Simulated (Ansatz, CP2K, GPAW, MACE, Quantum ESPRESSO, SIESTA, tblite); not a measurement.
# Amorphous Si (76 atoms) in GPAW

How do the settings of GPAW change the result for amorphous Si (76 atoms)? A plane-wave run serves as the yardstick.

Program: GPAW 26.7.0. Level of theory: the method is named at each step. Results are calculated unless marked as measured.

**1. The starting structure**

The cell holds 76 atoms: 76 Si. Its edges and angles: a = 11.521 Å, b = 11.521 Å, c = 11.521 Å, α = 90.0°, β = 90.0°, γ = 90.0°. 76 atoms (76 Si) placed at random at 2.32 g/cm³, melted at 3500 K for 10 ps at fixed volume with the Tersoff potential (Tersoff, Phys. Rev. B 39, 5566 (1989)). Quenched from 3100 K to 500 K at 10 K/ps and fixed volume, annealed at 900 K for 50 ps, held 5 ps. Then every atom was moved at random, 0.05 Å r.m.s. a Cartesian component.

The yardstick, on the same geometry:

- method: Kohn-Sham DFT, PBE, SSSP efficiency 1.3.0 pseudopotentials, plane waves (Quantum ESPRESSO 7.5); sssp-pbe-1.3.0-efficiency, cutoffs 45/360 Ry, Γ point
- r.m.s. force component: 0.9397 eV/Å
- longest force: 4.074 eV/Å
- pressure: 0.2937 GPa
- time: 1.8 min on 4 MPI ranks of Arm Neoverse V2, shared host
- CPU time: 7.2 min

**2. PBE, LCAO dzp, h 0.2 Å**

Method: Kohn-Sham DFT, PBE, PAW, atomic orbitals (dzp).

The input, run.py:

```python
import numpy as np
from ase.io import read
from gpaw import GPAW, FermiDirac

atoms = read("structure.xyz")
atoms.calc = GPAW(
    mode="lcao",
    basis="dzp",
    h=0.2,
    xc="PBE",
    kpts={"size": (1, 1, 1), "gamma": True},
    occupations=FermiDirac(0.05),
    maxiter=200,
    symmetry={"point_group": False},
    txt="gpaw.txt",
)
energy = atoms.get_potential_energy(force_consistent=True)
forces = atoms.get_forces()
print(f"energy {energy:.6f} eV")
print("forces (eV/A)")
for i, (a, f) in enumerate(zip(atoms, forces)):
    print(f"{i:4d} {a.symbol:2s} {f[0]:10.5f} {f[1]:10.5f} {f[2]:10.5f}")
print(f"Fermi level {atoms.calc.get_fermi_level():.4f} eV")
for k in range(len(atoms.calc.get_ibz_k_points())):
    for s in range(atoms.calc.get_number_of_spins()):
        e = atoms.calc.get_eigenvalues(kpt=k, spin=s)
        n = np.searchsorted(e, atoms.calc.get_fermi_level())
        print(f"k {k} spin {s} levels about the Fermi level:", np.round(e[max(n - 6, 0):n], 4).tolist(), "|", np.round(e[n:n + 6], 4).tolist())
```

The input, structure.xyz:

```xyz
76
Lattice="11.52060 0.00000 0.00000 0.00000 11.52060 0.00000 0.00000 0.00000 11.52060" Properties=species:S:1:pos:R:3 pbc="T T T"
Si 11.02533 3.27968 0.70575
Si 7.44772 4.14442 1.22280
Si 0.78709 0.76842 2.48914
Si 3.35872 3.37842 0.84308
Si 10.29884 3.67599 6.57918
Si 8.02179 0.56866 0.51670
Si 7.95083 3.44155 6.61329
Si 5.72194 9.05439 8.61545
Si 2.39075 6.78794 3.42070
Si 2.48211 9.28053 6.75130
Si 9.97880 7.16835 5.34083
Si 9.45115 7.20026 9.27961
Si 2.92854 2.37290 10.21255
Si 1.42383 5.07552 8.41568
Si 11.45770 0.61163 8.27179
Si 3.31194 3.63440 7.95152
Si 3.42554 10.59515 0.42891
Si 0.33306 1.96035 10.37200
Si 8.85416 6.34267 1.29918
Si 11.17003 5.75281 0.52684
Si 3.20998 10.02500 4.52921
Si 6.05822 11.17245 1.74733
Si 3.62484 4.14730 5.33991
Si 7.68505 2.61149 8.94206
Si 11.11588 8.92708 8.83273
Si 2.48499 6.71697 9.98456
Si 7.45417 4.46032 10.47096
Si 3.85963 7.58217 8.16407
Si 5.06964 8.18700 4.39707
Si 6.26617 8.07721 10.69204
Si 4.55905 1.56484 2.01576
Si 5.18911 2.87070 3.94154
Si 3.87138 5.71399 0.03157
Si 0.74193 7.76212 10.95528
Si 3.67680 0.84630 4.94672
Si 11.35977 11.39791 0.40046
Si 8.85473 2.44363 1.52636
Si 1.36266 3.26494 4.71239
Si 1.35125 3.07174 2.21553
Si 6.63218 6.51236 4.58681
Si 5.66468 11.36634 8.61338
Si 8.47029 7.08160 7.06835
Si 6.36905 9.79090 5.41180
Si 9.20865 9.37938 2.91679
Si 0.63006 5.48703 2.64559
Si 3.66885 0.20553 9.87603
Si 5.80108 5.83173 10.22419
Si 7.65705 0.54181 9.65242
Si 1.27798 9.38307 0.77741
Si 7.44507 10.96266 3.58821
Si 9.47097 10.10737 0.72925
Si 8.81729 1.25978 3.62438
Si 8.61614 8.19276 11.38973
Si 5.71295 4.90040 2.88960
Si 5.16054 9.07339 0.95794
Si 0.18237 8.56522 6.65153
[... 16 atom lines left out ...]
Si 0.18594 1.61162 6.03841
Si 2.37900 1.53662 6.72527
Si 7.79541 9.32742 7.20809
Si 8.60796 7.17215 3.60825
```

Launch:

```console
> OMP_NUM_THREADS=1 python run.py > output.txt
```

Log:

```text
energy -373.718132 eV
forces (eV/A)
   0 Si   -0.27370   -0.08870    0.05012
   1 Si   -0.81621    2.40291    0.83118
   2 Si   -0.54164    0.20583   -1.54462
   3 Si    0.01088   -0.17441   -0.54421
   4 Si    0.82103   -0.92705    0.19247
   5 Si   -0.96949   -1.92330   -0.60688
   6 Si    1.45322    1.29626    3.50431
   7 Si    0.93172   -0.37772   -0.08805
   8 Si    0.01362   -0.20387    0.51989
   9 Si    0.53277    0.23753    0.66808
  10 Si    1.76071   -0.76732    0.75934
  11 Si    0.45995    0.28210   -0.23152
  12 Si   -0.91142    0.65071   -0.10975
  13 Si    0.63290    0.15822    0.66915
  14 Si    0.40859    0.27903    0.09111
  15 Si   -0.53872   -0.44485   -0.18486
  16 Si   -0.99435   -1.10959   -0.22039
  17 Si    0.92931   -0.85841   -0.40622
  18 Si    0.36958   -1.06506    1.03342
  19 Si   -1.15788    0.59619   -0.00137
  20 Si    0.25692   -0.74223   -0.36280
  21 Si    0.71793    0.45848   -0.74536
  22 Si   -0.52006    0.01709    0.54165
  23 Si    0.19340    2.27669   -1.05778
[...]
68 Si   -0.42606    0.24425   -0.16391
  69 Si    0.74978   -0.53870   -1.73266
  70 Si   -1.76833    1.26957    0.61797
  71 Si   -0.11918   -0.28817   -0.38391
  72 Si   -1.76354    0.77149    0.19605
  73 Si    1.13297    0.28887    1.23755
  74 Si   -0.18484   -0.10387    0.35681
  75 Si   -0.57391    0.34896   -2.69301
Fermi level 5.4841 eV
k 0 spin 0 levels about the Fermi level: [4.9349, 5.1153, 5.1597, 5.2785, 5.3838, 5.4441] | [5.5399, 5.5686, 5.6395, 5.8371, 5.9495, 5.9956]
```

gpaw.txt:

```text
Input parameters:
  mode=LCAO(),
  basis={'default': 'dzp'},
  h=0.2,
  kpts=MonkhorstPack(size=(1, 1, 1), gamma=True),
  maxiter=200,
  occupations=Occupations(name='fermi-dirac', width=0.05, fixmagmom=False),
  symmetry=Symmetry(point_group=False),
  xc=XC(name='PBE')
Unit cell  # Å
| periodic |         x |         y |         z |   lengths |    angles |
|----------|-----------|-----------|-----------|-----------|-----------|
|      yes | 11.520600 |  0.000000 |  0.000000 | 11.520600 | 90.000000 |
|      yes |  0.000000 | 11.520600 |  0.000000 | 11.520600 | 90.000000 |
|      yes |  0.000000 |  0.000000 | 11.520600 | 11.520600 | 90.000000 |
Number of symmetries: 1
Symmetry operations  # r_c * U_cc + t_c -> r_c
|   | kind |            matrix            |
|---|------|------------------------------|
| 0 |  E   |  1, 0, 0,  0, 1, 0,  0, 0, 1 |
BZ-sampling:
  Number of BZ points: 1
  Number of IBZ points: 1
  Monkhorst-Pack size: [1, 1, 1]
  Monkhorst-Pack shift: [0, 0, 0]
[... lines left out ...]
  Fermi-Dirac:
[... lines left out ...]
xc functional:
  name: PBE with 2 nearest neighbor stencil
interpolation: tri-quintic # 5. degree polynomial
Initialization done in: 7.511 s
convergence criteria:
- Maximum [total energy] change in last 3 cyles: 0.0005 eV / valence electron
- Maximum integral of absolute [dens]ity change: 0.0001 electrons / valence electron
- Maximum integral of absolute [eigenst]ate change: 4e-08 eV^2 / valence electron
maximum number of iterations: 200
SCF iterations
|iter     |      energy | eigst |  dens |
|---------|-------------|-------|-------|
|iter:   1| -374.643821 |      c|       |
|iter:   2| -374.289542 |      c| -0.92 |
|iter:   3| -387.230156 |      c| -0.95 |
|iter:   4| -397.224114 |      c| -1.09 |
|iter:   5| -374.576726 |      c| -0.95 |
|iter:   6| -374.077228 |      c| -1.60 |
|iter:   7| -373.717825 |      c| -1.75 |
|iter:   8| -373.651427 |      c| -2.02 |
|iter:   9| -373.655706c|      c| -2.23 |
|iter:  10| -373.612745c|      c| -2.26 |
|iter:  11| -373.605316c|      c| -2.66 |
[...]
|iter:  15| -373.605131c|      c| -3.73 |
|iter:  16| -373.605180c|      c| -3.90 |
|iter:  17| -373.605168c|      c| -4.12c|
Converged in 17 steps
SCF loop duration: 202.618 s (11.919 s/step)
Energy contributions relative to reference atoms: (reference = -599362.163017)
Energy contributions:
  Kinetic:         427.795685
  Coulomb:        -358.498965
  Zero:             -1.141478
  External:          0.000000
  Xc:             -441.647446
  Entropy:          -0.225927
  Spinorbit:         0.000000
  ----------------------------
  Free energy:    -373.718132
  Extrapolated:   -373.605168
dipole moment: (61.178155, -26.195106, -65.977907)  # |e|*Ang
Fermi level: 5.484
Eigenvalues  # (at kpt = [0.000, 0.000, 0.000])
| band index |      eig [eV] | occ [0-2] |
|------------|---------------|-----------|
|          0 |        -6.957 |     2.000 |
|        ... |               |           |
|        144 |         4.786 |     2.000 |
|        145 |         4.821 |     2.000 |
[...]
|        159 |         6.127 |     0.000 |
|        ... |               |           |
|        186 |         7.767 |     0.000 |
Gap: 0.096 eV
Transition (v -> c):
  (s=0, k=0, n=151, [0.00, 0.00, 0.00]) -> (s=0, k=0, n=152, [0.00, 0.00, 0.00])
No difference between direct/indirect transitions
Force computation time: 27.034  # s
timing:  # [seconds]
  Total:  237.192  # ━━━━━━━━━━━━━━━━━━━━━━━━━━━━━━━━━━━━━━━━━━━━━━━━━━━━━━━━
  Init:     7.511  # ━━
  SCF:    202.618  # ━━━━━━━━━━━━━━━━━━━━━━━━━━━━━━━━━━━━━━━━━━━━━━━━
  Forces:  27.034  # ━━━━━━╸
```

Wall time 4 min (1 thread of Arm Neoverse V2, shared host); peak memory 1.5 GiB.

Banners, paths, timers and routine set-up lines are dropped from the logs unmarked, and long logs keep their key lines alone; longer cuts are marked.

Against the reference:

| Quantity | Value |
| --- | --- |
| r.m.s. force component | 0.9805 eV/Å |
| r.m.s. difference of force components | 49.98 meV/Å |
| longest difference of force vectors | 154 meV/Å |
| force difference over r.m.s. force | 5.318 % |
| slope of forces against the reference's | 1.043 |
| correlation of force components | 0.9996 |

A closer look about Si34, picked at random: 9 atoms, nearest first, numbered in the order of the input, with positions taken from that point.

```
atom      x      y      z  distance (Å)  bonds     Fx     Fy  Fz (eV/Å)
Si34   0.00   0.00   0.00          0.00      4  -1.74  -0.82      -1.45
Si49   0.54   1.62   1.34          2.17      4   1.05   2.89       1.28
Si26   1.74  -1.05  -0.97          2.25      4   0.39  -1.06      -1.23
Si20  -1.09  -2.01   1.09          2.53      5  -1.16   0.60       0.00
Si25  -1.15   1.16  -2.12          2.68      4  -0.64  -0.33       2.02
Si12  -2.81  -0.56  -1.68          3.32      4   0.46   0.28      -0.23
Si53  -3.65   0.43   0.43          3.70      4  -1.09  -0.97      -1.60
Si71  -2.39  -2.72  -0.84          3.72      4  -1.77   1.27       0.62
Si14   0.68  -2.69  -2.54          3.76      4   0.63   0.16       0.67
```

Atoms are counted from 1 here, from 0 in the log.

Forces lie 5.3 % from the reference's, at 0.55 times its CPU time (on 1 against 4 cores).

**3. PBE, LCAO dzp, h 0.16 Å**

Method: Kohn-Sham DFT, PBE, PAW, atomic orbitals (dzp).

Edit run.py of step 2 so:

```diff
@@ -8,3 +8,3 @@
     basis="dzp",
-    h=0.2,
+    h=0.16,
     xc="PBE",
```

structure.xyz is that of step 2.

Log:

```text
energy -373.890335 eV
forces (eV/A)
   0 Si   -0.26991   -0.09080    0.04963
   1 Si   -0.81426    2.40127    0.82897
   2 Si   -0.54092    0.20435   -1.54425
   3 Si    0.01039   -0.17217   -0.54438
   4 Si    0.82244   -0.92736    0.19148
   5 Si   -0.96953   -1.92192   -0.60795
   6 Si    1.45627    1.29754    3.50291
   7 Si    0.93213   -0.38172   -0.08808
   8 Si    0.01465   -0.20474    0.52164
   9 Si    0.53463    0.23868    0.66734
  10 Si    1.76147   -0.76817    0.76240
  11 Si    0.46029    0.28298   -0.23214
  12 Si   -0.91158    0.65297   -0.10786
  13 Si    0.63411    0.15908    0.67135
  14 Si    0.41138    0.27636    0.09232
  15 Si   -0.53611   -0.44491   -0.18203
  16 Si   -0.99204   -1.10823   -0.22226
  17 Si    0.93316   -0.85979   -0.41052
  18 Si    0.37037   -1.06599    1.03215
  19 Si   -1.16068    0.59754   -0.00470
  20 Si    0.25506   -0.74160   -0.36111
  21 Si    0.71891    0.45615   -0.74510
  22 Si   -0.51939    0.01762    0.53962
  23 Si    0.19342    2.27793   -1.06250
[...]
68 Si   -0.42624    0.24494   -0.16070
  69 Si    0.75238   -0.53796   -1.72930
  70 Si   -1.76712    1.26998    0.62016
  71 Si   -0.11896   -0.28635   -0.38290
  72 Si   -1.76397    0.77287    0.19539
  73 Si    1.12982    0.28904    1.24035
  74 Si   -0.18421   -0.10426    0.35823
  75 Si   -0.57383    0.34808   -2.69196
Fermi level 5.4840 eV
k 0 spin 0 levels about the Fermi level: [4.9348, 5.1152, 5.1596, 5.2784, 5.3837, 5.444] | [5.5397, 5.5684, 5.6393, 5.837, 5.9493, 5.9955]
```

gpaw.txt:

```text
Input parameters:
  mode=LCAO(),
  basis={'default': 'dzp'},
  h=0.16,
  kpts=MonkhorstPack(size=(1, 1, 1), gamma=True),
  maxiter=200,
  occupations=Occupations(name='fermi-dirac', width=0.05, fixmagmom=False),
  symmetry=Symmetry(point_group=False),
  xc=XC(name='PBE')
Unit cell  # Å
| periodic |         x |         y |         z |   lengths |    angles |
[... lines left out ...]
  Fermi-Dirac:
[... lines left out ...]
convergence criteria:
- Maximum [total energy] change in last 3 cyles: 0.0005 eV / valence electron
[... lines left out ...]
Converged in 17 steps
[... lines left out ...]
  Free energy:    -373.890335
  Extrapolated:   -373.777359
dipole moment: (61.218187, -26.116453, -65.858296)  # |e|*Ang
Fermi level: 5.484
Eigenvalues  # (at kpt = [0.000, 0.000, 0.000])
| band index |      eig [eV] | occ [0-2] |
|------------|---------------|-----------|
|          0 |        -6.957 |     2.000 |
|        ... |               |           |
|        144 |         4.786 |     2.000 |
|        145 |         4.821 |     2.000 |
[...]
|        159 |         6.127 |     0.000 |
|        ... |               |           |
|        186 |         7.767 |     0.000 |
Gap: 0.096 eV
Transition (v -> c):
  (s=0, k=0, n=151, [0.00, 0.00, 0.00]) -> (s=0, k=0, n=152, [0.00, 0.00, 0.00])
No difference between direct/indirect transitions
Force computation time: 52.970  # s
timing:  # [seconds]
  Total:  461.459  # ━━━━━━━━━━━━━━━━━━━━━━━━━━━━━━━━━━━━━━━━━━━━━━━━━━━━━━━━
  Init:    11.679  # ━╸
  SCF:    396.784  # ━━━━━━━━━━━━━━━━━━━━━━━━━━━━━━━━━━━━━━━━━━━━━━━━
  Forces:  52.970  # ━━━━━━╸
```

Run time: 7.7 min. Hardware: 1 thread; peak memory 3 GiB.

Numbers from this run, and their distance from the reference:

```
r.m.s. force component                          : 0.9804 eV/Å
r.m.s. difference of force components           : 50.05 meV/Å
longest difference of force vectors             : 154.4 meV/Å
force difference over r.m.s. force              : 5.326 %
slope of forces against the reference's         : 1.043
correlation of force components                 : 0.9995
energy less the same-level run's                : -2.266 meV/atom
r.m.s. force difference from the same-level run : 1.859 meV/Å
```

Against the first run (5.3 %), the force difference from the reference is 5.3 %, at 1.9 times the CPU time: the change moves forces by 1.9 meV/Å r.m.s., so most of the difference comes from elsewhere.

**4. PBE, LCAO szp(dzp), h 0.2 Å**

Method: Kohn-Sham DFT, PBE, PAW, atomic orbitals (szp(dzp)).

Edit run.py of step 3 so:

```diff
@@ -7,4 +7,4 @@
     mode="lcao",
-    basis="dzp",
-    h=0.16,
+    basis="szp(dzp)",
+    h=0.2,
     xc="PBE",
```

structure.xyz is that of step 3.

Log:

```text
energy -360.646577 eV
forces (eV/A)
   0 Si   -0.31555   -0.05791    0.03219
   1 Si   -1.08368    2.52952    0.96215
   2 Si   -0.60258    0.18486   -1.66949
   3 Si    0.10020   -0.05674   -0.44926
   4 Si    0.88515   -0.86611    0.18401
   5 Si   -1.08239   -1.96715   -0.56621
   6 Si    1.49228    1.34942    3.68252
   7 Si    0.96232   -0.46290   -0.23035
   8 Si    0.00501   -0.35571    0.69798
   9 Si    0.68129    0.26236    0.64899
  10 Si    1.85106   -0.83345    0.80891
  11 Si    0.42260    0.27268   -0.31546
[...]
71 Si   -0.01397   -0.28225   -0.46240
  72 Si   -1.93052    0.76749    0.21187
  73 Si    1.32242    0.30311    1.39155
  74 Si   -0.02144   -0.01858    0.32311
  75 Si   -0.61132    0.33172   -2.84815
Fermi level 5.3369 eV
k 0 spin 0 levels about the Fermi level: [4.7602, 4.9355, 5.0157, 5.1307, 5.2399, 5.2928] | [5.3914, 5.4219, 5.5116, 5.712, 5.8153, 5.8802]
```

gpaw.txt:

```text
Input parameters:
  mode=LCAO(),
  basis={'default': 'szp(dzp)'},
  h=0.2,
  kpts=MonkhorstPack(size=(1, 1, 1), gamma=True),
  maxiter=200,
  occupations=Occupations(name='fermi-dirac', width=0.05, fixmagmom=False),
  symmetry=Symmetry(point_group=False),
  xc=XC(name='PBE')
[... lines left out ...]
  Fermi-Dirac:
[... lines left out ...]
convergence criteria:
- Maximum [total energy] change in last 3 cyles: 0.0005 eV / valence electron
[... lines left out ...]
Converged in 17 steps
[... lines left out ...]
  Free energy:    -360.646577
[... lines left out ...]
Fermi level: 5.337
[... lines left out ...]
|          0 |        -7.162 |     2.000 |
|        ... |               |           |
|        144 |         4.623 |     2.000 |
|        145 |         4.640 |     2.000 |
[...]
|        159 |         6.035 |     0.000 |
|        ... |               |           |
|        186 |         7.787 |     0.000 |
Gap: 0.099 eV
Transition (v -> c):
  (s=0, k=0, n=151, [0.00, 0.00, 0.00]) -> (s=0, k=0, n=152, [0.00, 0.00, 0.00])
No difference between direct/indirect transitions
Force computation time: 20.815  # s
timing:  # [seconds]
  Total:  189.944  # ━━━━━━━━━━━━━━━━━━━━━━━━━━━━━━━━━━━━━━━━━━━━━━━━━━━━━━━━
  Init:     6.836  # ━━
  SCF:    162.266  # ━━━━━━━━━━━━━━━━━━━━━━━━━━━━━━━━━━━━━━━━━━━━━━━━
  Forces:  20.815  # ━━━━━━
```

The job ended after 3.2 min (1 thread; peak memory 1.5 GiB).

Compared with the plane-wave run:

* r.m.s. force component: 1.048 eV/Å
* r.m.s. difference of force components: 147.2 meV/Å
* longest difference of force vectors: 523 meV/Å
* force difference over r.m.s. force: 15.67 %
* slope of forces against the reference's: 1.11
* correlation of force components: 0.995

This is a coarse setting, run to see what it loses.

Against the first run (5.3 %), the force difference from the reference is 16 %, at 0.80 times the CPU time, with 684 basis functions against 988: the smaller basis costs accuracy.

[end of part 1 of 2]

[Also dropped from logs without a mark: logging warnings of Python, and SIESTA's first energy breakdown and zero terms.]

[Logs are printed without paths, hosts, clocks, repeated set-up lines and the standing remarks that a program may print on its own settings, such as how far it seeks lower states.]

[Hosts, paths, dates, database ids (printed as entryN), source tags and the programs' standing remarks are cut or masked in the printed files.]
